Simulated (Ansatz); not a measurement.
# Lattice dynamics of TiTc (Pm-3m)

How does TiTc (Pm-3m) vibrate, and is this structure a minimum?

Program: Ansatz 0.2.0. Level of theory: DFT PBEsol, scalar-relativistic, plane waves, PAW; PAW set ansatz+soft_1. Results are calculated unless marked as measured.

**1. The starting structure**

The structure is cubic, space group Pm-3m (No. 221). The conventional cell has a = 3.110 Å, b = 3.110 Å, c = 3.110 Å, α = 90.00°, β = 90.00°, γ = 90.00°. Nearest to Ti lie 8 Tc at 2.69 Å. Nearest to Tc lie 8 Ti at 2.69 Å. Farther neighbours are not listed.

**2. Rough relaxation**

The start is far from rest, so a relaxation with loose tolerances brings it close first.

The input, input.yaml:

```yaml
crystal:
  lattice:
    - [3.11, 0.0, 0.0]
    - [0.0, 3.11, 0.0]
    - [0.0, 0.0, 3.11]
  atoms:
    - { symbol: Ti, position: [0.5, 0.5, 0.5] }
    - { symbol: Tc, position: [0.0, 0.0, 0.0] }
kpoints:
  mp_grid: { grid: [6, 6, 6] }
hamiltonian:
  xc: pbesol
  pseudopotentials: { kind: paw, azcp: { Ti: "soft_1/Ti.paw.azcp" }, xc_functional: pbe }
scf:
  occupations: { method: gaussian, width: 0.1 }
output:
  forces: true
  stress: true
  eigenvalues: true
relax:
  adjacent_minimum: "off"
  f_tol: 0.05
  max_steps: 80
  cell: { stress_tol: 0.5 }
```

Started as:

```bash
> ansatz run input.yaml --threads 4 --pin off --max-ram 10240MiB --backend cpu --events-out ev --progress --plain --runs-dir out
```

Numbers of over 12 decimals in the logs are rounded to 6 here.

The log of the run:

```text
The last accepted step is kept in <dir> (removed where the run ends without a failure and the disk answers)
Engine: ansatz 0.2.0, aarch64-unknown-linux-gnu
Pseudopotentials: kind: paw
Pseudopotential: Ti, paw, valence charge 12, recommended cutoff 420 eV (normal), soft_1/Ti.paw.azcp
Pseudopotential: Tc, paw, valence charge 15, recommended cutoff 500 eV (normal), Tc.paw.azcp
Functional definition: PBEsol
[...]
--- Relaxed structure (4 steps of the walk, 3 accepted, 1 SCFs on fresh bases) ---
  F+E_penalty+E_count = -7812.59352136 eV   max|allowed force component| = 5.982e-30 eV/Å   (the final SCF, on the basis selected at the relaxed cell)
  cell:  # Å, volume = 28.9332 Å³
    - [3.069955, 0, 0]
    - [0, 3.069955, 0]
    - [0, 0, 3.069955]
  atoms:
    - { symbol: Ti, position: [0.5, 0.5, 0.5] }
    - { symbol: Tc, position: [0, 0, 0] }
[key lines of the parts left out:]
SCF converged after 6 iterations
Free energy (F): -7812.593521 eV
Fermi energy:    18.618911 eV
P = ⅓ Tr σ = -0.0158 GPa (-0.158 kbar)
```

Elapsed: 2.7 s, on 4 threads of Arm Neoverse N1, shared host; peak memory 0.31 GiB; 8.4 s of CPU time.

The steps of the relaxation:

```
step  energy less that of the first step (eV)  largest force component (eV/Å)  pressure (GPa)  volume (Å³)
   1                                   0.0000                          0.0000           -8.02        30.08
   2                                   0.0049                          0.0000            9.97        27.76
   3                                  -0.0299                          0.0000           -0.52        29.00
   4                                  -0.0300                          0.0000            0.00        28.93
  5*                                  -0.0297                          0.0000           -0.02        28.93
```

Relaxation steps marked * repeat the geometry before them on a plane-wave basis chosen anew for their cell, so energy and pressure can jump there. Relaxation step 2 was tried and not accepted.

The run keeps the 48 symmetry operations that it works with, so distortions that break them were not tested.

```
conventional cell, symmetrised  before  after  change
                         a (Å)   3.110  3.070  -1.3 %
                         b (Å)   3.110  3.070  -1.3 %
                         c (Å)   3.110  3.070  -1.3 %
              volume (Å³/atom)   15.04  14.47  -3.8 %
```

The relaxed structure:

```xyz
2
Lattice="3.0700 0.0000 0.0000 0.0000 3.0700 0.0000 0.0000 0.0000 3.0700" Properties=species:S:1:pos:R:3 pbc="T T T"
Ti    1.5350    1.5350    1.5350
Tc    0.0000    0.0000    0.0000
```

Numbers from this step:

| Quantity | Value |
| --- | --- |
| pressure | -0.01581 GPa |
| volume per atom | 14.47 Å³ |
| gap on the k-mesh | 0 eV |

In this step the volume went from 15.04 to 14.47 Å³/atom.

**3. Bringing the structure to rest**

Harmonic phonons are second derivatives at a point where the forces vanish, and they are wanted at zero stress, so atoms and cell are relaxed first.

input.yaml, the sections that differ from step 2:

```yaml
crystal:
  lattice:
    - [3.0699550562, 0.0, 0.0]
    - [0.0, 3.0699550562, 0.0]
    - [0.0, 0.0, 3.0699550562]
  atoms:
    - { symbol: Ti, position: [0.5, 0.5, 0.5] }
    - { symbol: Tc, position: [0.0, 0.0, 0.0] }
kpoints:
  mp_grid: { grid: [14, 14, 14] }
relax:
  adjacent_minimum: "off"
  f_tol: 0.005
  max_steps: 80
  cell: { stress_tol: 0.05 }
# hamiltonian, scf, output: as in step 2
```

The log of the run:

```text
[...]
Crystal: 2 atoms, lattice volume = 28.933 Å³
Basis set: ecut = 500 eV, 739 PW (Γ), exchange–correlation on 48×48×48 points (8 copies of the dense FFT grid, shifted against one another)
Bands: 18, of which v1, the nominal top of the filled ones, is band 14 counted from 1 (13 counted from 0)
Symmetry: 48 space group operations
[...]
k-points: 120 of 2744
[...]
k-point 119: bands = [... 10 lower, 16.2309, 18.1347, 18.1347, 18.1347, 21.0658, 21.0658, 22.5141, 22.5141]
--- Relaxed structure (3 steps of the walk, 3 accepted, 1 SCFs on fresh bases) ---
[...]
cell:  # Å, volume = 28.8823 Å³
    - [3.068156, 0, 0]
    - [0, 3.068156, 0]
    - [0, 0, 3.068156]
  atoms:
    - { symbol: Ti, position: [0.5, 0.5, 0.5] }
    - { symbol: Tc, position: [0, 0, 0] }
[key lines of the parts left out:]
SCF converged after 7 iterations
Free energy (F): -7812.573545 eV
Fermi energy:    18.731629 eV
P = ⅓ Tr σ = -0.0018 GPa (-0.018 kbar)
```

The job ended after 7.8 s (4 threads; peak memory 0.4 GiB).

Little changed from the start: no atom moved by 0.005 Å and no cell edge by 0.1 %.

This step gave:

| Property | Result |
| --- | --- |
| pressure | -0.001823 GPa |
| volume per atom | 14.44 Å³ |

In this step the volume went from 14.47 to 14.44 Å³/atom.

**4. Relaxing to small forces for the phonons**

Phonons need a cell at rest on their own settings, so the relaxation is repeated with tight tolerances on forces and stress, using the mesh and the filling of the phonon run that follows.

input.yaml, the sections that differ from step 3:

```yaml
crystal:
  lattice:
    - [3.0681564495, 0.0, 0.0]
    - [0.0, 3.0681564495, 0.0]
    - [0.0, 0.0, 3.0681564495]
  atoms:
    - { symbol: Ti, position: [0.5, 0.5, 0.5] }
    - { symbol: Tc, position: [0.0, 0.0, 0.0] }
kpoints:
  mp_grid: { grid: [16, 16, 16] }
scf:
  occupations: { method: methfessel_paxton, width: 0.2 }
relax:
  adjacent_minimum: "off"
  f_tol: 0.001
  max_steps: 60
  cell: { stress_tol: 0.01 }
# hamiltonian, output: as in step 3
```

The log of the run:

```text
[...]
Crystal: 2 atoms, lattice volume = 28.882 Å³
Basis set: ecut = 500 eV, 739 PW (Γ), exchange–correlation on 48×48×48 points (8 copies of the dense FFT grid, shifted against one another)
Bands: 18, of which v1, the nominal top of the filled ones, is band 14 counted from 1 (13 counted from 0)
Symmetry: 48 space group operations
[...]
k-points: 165 of 4096
[...]
k-point 164: bands = [... 10 lower, 16.2324, 18.1401, 18.1401, 18.1401, 21.0651, 21.0651, 22.5229, 22.5229]
--- Relaxed structure (3 steps of the walk, 3 accepted, 1 SCFs on fresh bases) ---
[...]
cell:  # Å, volume = 28.8779 Å³
    - [3.067999, 0, 0.0]
    - [0, 3.067999, 0]
    - [0.0, 0, 3.067999]
  atoms:
    - { symbol: Ti, position: [0.5, 0.5, 0.5] }
    - { symbol: Tc, position: [0, 0, 0] }
[key lines of the parts left out:]
SCF converged after 4 iterations
Free energy (F): -7812.569778 eV
Fermi energy:    18.736198 eV
P = ⅓ Tr σ = -0.0001 GPa (-0.001 kbar)
```

The job ended after 9.3 s (4 threads; peak memory 0.41 GiB).

Little changed from the start: no atom moved by 0.005 Å and no cell edge by 0.1 %.

This step gave:

```yaml
pressure: -1.08e-4 GPa
```

The forces vanish by symmetry and the pressure is 0.000 GPa, within the tolerances set. The cell now holds 14.44 Å³/atom.

**5. Zone-centre response**

The zone centre comes first: it holds the modes that light can see, as far as symmetry allows. No field response is asked, since the mesh shows no gap.

input.yaml, the sections that differ from step 4:

```yaml
crystal:
  lattice:
    - [3.0679990426, 0.0, 0.0]
    - [0.0, 3.0679990426, 0.0]
    - [0.0, 0.0, 3.0679990426]
  atoms:
    - { symbol: Ti, position: [0.5, 0.5, 0.5] }
    - { symbol: Tc, position: [0.0, 0.0, 0.0] }
output:
  eigenvalues: true
phonons:
  method: dfpt
# kpoints, hamiltonian, scf: as in step 4
# relax: removed
```

The log of the run:

```text
[...]
Crystal: 2 atoms, lattice volume = 28.878 Å³
Basis set: ecut = 500 eV, 739 PW (Γ), exchange–correlation on 48×48×48 points (8 copies of the dense FFT grid, shifted against one another)
Bands: 18, of which v1, the nominal top of the filled ones, is band 14 counted from 1 (13 counted from 0)
Symmetry: 48 space group operations
k-points: 405 of 4096 (irreducible under 8 space group operations, time reversal used)
[...]
SCF iter   1: F=—  HF=-7812.948797 eV  |F-HF|=—  |Δ(HF+E_count)|=         —  Δρ=6.70e-2  dr2=1.11e0  ethr=3.10e-3  ⟨swp⟩=4.8  Hψ=27588  notcnv=0
[...]
SCF iter   8: F=-7812.569778 eV  HF=-7812.569778 eV  |F-HF|=1.82e-12  |Δ(HF+E_count)|=  9.09e-13  S|Δr|=    0.00e0  Δρ=5.46e-8  dr2=2.95e-13  ethr=1.00e-12  ⟨swp⟩=5.4  Hψ=29529  notcnv=0
SCF 1 converged in 8 iterations: F = -7812.569778 eV  dr2 = 2.95e-13
[...]
DFPT response loops at Γ: preconditioner auto → Kerker (q_TF=auto, 2.698 Å⁻¹) (partly filled bands, converged f_vac=0.000); β = 1.00, the filter's whole step (`scf.mixing.beta` (0.50) is not read by the response loops under this deck's `scf.mixing.preconditioner`; to damp them name `kerker` or `kerker_dos`, under which they read `scf.mixing.beta`, and type it under 1.00, their step now; both keys bind the ground state too); Broyden in place of MSR1
SCF converged after 8 iterations
[...]
Free energy (F): -7812.569778 eV
[...]
Internal energy: -7812.571118 eV  (E = F + TS)
E sigma→0 (E₀):  -7812.570113 eV
Entropy (-TS):   0.001341 eV (0.670 meV/atom)
Fermi energy:    18.736198 eV
[...]
--- Band table (eV; the first three rows and the last of 405) ---
  k-point 0: bands = [... 10 lower, 14.5264, 18.4631, 18.4631, 18.4631, 21.3806, 21.3806, 23.2001, 23.2001]
  k-point 1: bands = [... 10 lower, 14.5927, 18.4495, 18.4495, 18.4947, 21.2924, 21.4118, 23.0197, 23.0197]
  k-point 2: bands = [... 10 lower, 14.7842, 18.4128, 18.4128, 18.5882, 21.0377, 21.5017, 22.5685, 22.5685]
  k-point 404: bands = [... 10 lower, 16.2324, 18.1401, 18.1401, 18.1401, 21.0651, 21.0651, 22.5229, 22.5229]
--- Phonons (Γ-DFPT): 2 representative perturbations + reference, on 405 of 4096 k-points (Σ response iterations 6) ---
  k mesh reduced under 8 symmetry operations, with k and −k counted as one. Each operation leaves every solved perturbation unchanged. A smaller set is not used because it would not reduce the number of displacements times k-points to solve
  ASR residual: 1.089e-5 → 0.000e0 eV/Å²; symmetrization residual: 1.398e-6 eV/Å²
  ASR residual per site (eV/Å²): 5.67e-6 1.09e-5
  Γ frequencies (cm⁻¹): 0.00 0.00 0.00 274.84 274.84 274.84
  non-analytic LO–TO correction: not included (Born effective charges unavailable; polar crystals: no LO–TO splitting at Γ)
```

Wall time 32 s (4 threads); peak memory 1.1 GiB; 1.9 min of CPU time.

The column dr2 measures how far the density is from self-consistency, as an energy; F and HF (Harris–Foulkes) agree once it is small.

Numbers from this step:

```
sum-rule residual before enforcement                    : 1.09e-5 eV/Å²
point group                                             : m-3m
highest optical mode at the zone centre (no LO-TO term) : 274.8 cm⁻¹
lowest optical zone-centre mode                         : 274.8 cm⁻¹
```

Patterns of degenerate modes are one choice out of their space. Modes at Γ, with each element's share of the kinetic energy:

```
mode  frequency (cm⁻¹)  symmetry  Ti %  Tc %
   1               0.0  acoustic    33    67
   2               0.0  acoustic    33    67
   3               0.0  acoustic    33    67
   4             274.8       T1u    67    33
   5             274.8       T1u    67    33
   6             274.8       T1u    67    33
```

Displacements in mode 4 (274.8 cm⁻¹), the largest set to 1:
```
Ti1  0.00  0.00  1.00
Tc2  0.00  0.00 -0.49
```

Before it was imposed, the acoustic sum rule was missed by 1.1e-5 eV/Å². Small misses are needed for a sound result but don't prove that mesh and cutoff are converged. The lowest optical mode is real, 275 cm⁻¹.

(Part 1 of 2 ends here.)

[Logs are printed without paths, hosts, clocks, repeated set-up lines and the standing remarks that a program may print on its own settings, such as how far it seeks lower states.]

[Hosts, paths, dates, database ids (printed as entryN), source tags and the programs' standing remarks are cut or masked in the printed files.]
